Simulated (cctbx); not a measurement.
# Occupancies in ErMnTlGa4

Cell a = 4.3800 Å, b = 4.3800 Å, c = 7.0410 Å, α = 90.00°, β = 90.00°, γ = 90.00°; space group P4/mmm (no. 123); nominal formula ErMnTlGa4.

The data are simulated with cctbx, not measured: Cu Kα, λ = 1.54184 Å, to d = 0.8 Å, 70 % of the full sphere, strongest reflection 40000 counts, noise from counting, a 3 % proportional error and a noise floor of 4 counts (s.d.); no absorption.

With every site full:

```text
Rint 0.025, 113 unique reflections to 0.80 A
cycle     R1     wR2    GooF  max shift (A)
   1  0.1079  0.2605  14.561   0.00131
   2  0.0167  0.0417   2.331   0.00001
final R1 0.0167 wR2 0.0417 GooF 2.331  parameters 10  data/parameter 11.3
atom        x        y        z      Ueq    occ   su(xyz)  su(Uiso or U11)
Tl1    0.50000  0.50000  0.00000   0.0064  1.000  0.00000  0.0003
Er1    0.00000  0.00000  0.00000   0.0060  1.000  0.00000  0.0004
Ga1    0.50000  0.00000  0.69309   0.0109  1.000  0.00017  0.0005
Mn1    0.00000  0.00000  0.50000   0.0167  1.000  0.00000  0.0008
difference map: max 1.33 min -2.14 rms 0.25
Q1    0.5000  0.5000  0.0000    1    1.33  0.00 A from Tl1
Q2    0.0000  0.0000  0.0000    1    1.16  0.00 A from Er1
Q3    0.0000  0.5000  0.3382    4    0.61  0.22 A from Ga1
Q4    0.1609  0.5000  0.3056    8    0.52  0.70 A from Ga1
Q5    0.0000  0.1783  0.3944    8    0.38  1.08 A from Mn1
Q6    0.5000  0.5000  0.1845    2    0.35  1.30 A from Tl1
```

With the occupancies of the suspect sites free, each still typed as its main element:

```text
Rint 0.025, 113 unique reflections to 0.80 A
cycle     R1     wR2    GooF  max shift (A)
   1  0.0565  0.1737   9.755   0.00121
   5  0.0069  0.0150   0.843   0.00002
final R1 0.0069 wR2 0.0150 GooF 0.842  parameters 11  data/parameter 10.3
atom        x        y        z      Ueq    occ   su(xyz)  su(Uiso or U11)
Tl1    0.50000  0.50000  0.00000   0.0073  1.000  0.00000  0.0001
Er1    0.00000  0.00000  0.00000   0.0069  1.000  0.00000  0.0001
Ga1    0.50000  0.00000  0.69283   0.0119  1.000  0.00006  0.0002
Mn1    0.00000  0.00000  0.50000   0.0096  0.850  0.00000  0.0004
su of occupancy Mn1: 0.005
difference map: max 0.36 min -0.40 rms 0.10
Q1    0.5000  0.5000  0.5000    1    0.36  2.58 A from Ga1
Q2    0.5000  0.5000  0.1590    2    0.33  1.12 A from Tl1
Q3    0.0000  0.5000  0.2057    4    0.31  0.71 A from Ga1
Q4    0.2924  0.5000  0.5000    4    0.30  1.87 A from Ga1
Q5    0.0000  0.0000  0.5000    1    0.29  0.00 A from Mn1
Q6    0.1905  0.5000  0.3101    8    0.29  0.83 A from Ga1
```

**Question.** What is the disorder?

X-rays count electrons. Mn1 refines to 0.850(0.005), or 21.2 electrons; the site truly holds 0.85 Mn, 21.2 electrons, which is 0.850 of Mn. A value under 1 can't tell vacancies from a lighter guest, and one over 1 needs a heavier guest; chemistry or a second radiation must settle which. Occupancy correlates with U and the scale, so the match is approximate.

Freeing them takes R1 from 0.0167 to 0.0069 and GooF from 2.33 to 0.84.

This is a model crystal, built by substitution and not relaxed, with assumed displacement parameters.

[Middle refinement cycles are left out of these outputs.]

[Logs are printed without paths, hosts, clocks, repeated set-up lines and the standing remarks that a program may print on its own settings, such as how far it seeks lower states.]
